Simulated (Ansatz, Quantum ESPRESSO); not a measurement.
**WSe2 [001], 2H: uniaxial strain and lateral response**

The c axis is held at a set length while the cell relaxes sideways. How do the lateral strain and the stress follow? The strained cell has c along the load; unstrained it is a = 3.2800 Å, b = 3.2800 Å, c = 12.7775 Å, α = 90.00°, β = 90.00°, γ = 120.00°, with 6 atoms.

Calculated with Quantum ESPRESSO 7.5, PBE-D3(BJ), PseudoDojo 0.4.1 norm-conserving potentials, cutoff 1170 eV, Fermi–Dirac smearing 0.02 eV, k-mesh 10×10×3, no spin polarisation, no spin-orbit coupling.

Relaxed positions at 0 %:

```
atom       x       y       z
   W  0.3333  0.6667  0.2500
   W  0.6667  0.3333  0.7500
  Se  0.3333  0.6667  0.6181
  Se  0.6667  0.3333  0.1181
  Se  0.3333  0.6667  0.8819
  Se  0.6667  0.3333  0.3819
```

```
ε_c (%)   a (Å)    c (Å)  ε_a (%)  σ (GPa, tension positive)
     −3  3.2872  12.3942    0.218                      −2.56
     −2  3.2843  12.5220    0.131                      −1.58
     −1  3.2820  12.6498    0.061                      −0.71
      0  3.2800  12.7775    0.000                       0.00
      1  3.2783  12.9053   −0.052                       0.58
      3  3.2759  13.1609   −0.126                       1.48
```

**Question.** Fit both responses and give the free strain and the stress at +2 %, a row left out above.

Least squares with y = y0 + y1 ε + y2 ε² (ε in %) gives ε_a = −0.001 + (−0.0570) ε + (0.0052) ε² and σ = 0.00 + (0.670) ε + (−0.060) ε² GPa. The linear terms put the ratio of free to applied strain at −0.057 and the Young modulus at 67 GPa.

At +2 % the free strain comes out as −0.094 %. The run itself gives −0.093 %, so the estimate misses by 0.001 %, a rounding's worth.

The stress comes out as 1.10 GPa. The run itself gives 1.07 GPa, so the estimate misses by 0.03 GPa; the fitted rows themselves lie up to 0.03 GPa off the law.

The negative ε² term means that the crystal stiffens in compression and softens in tension.

The same fit over all rows at other levels or in other programs gives the strain ratio = −0.055 with PBE-D3(BJ) (Ansatz) and −0.062 with PBE-D3(BJ) (Quantum ESPRESSO, GBRV).

[Logs are printed without paths, hosts, clocks, repeated set-up lines and the standing remarks that a program may print on its own settings, such as how far it seeks lower states.]
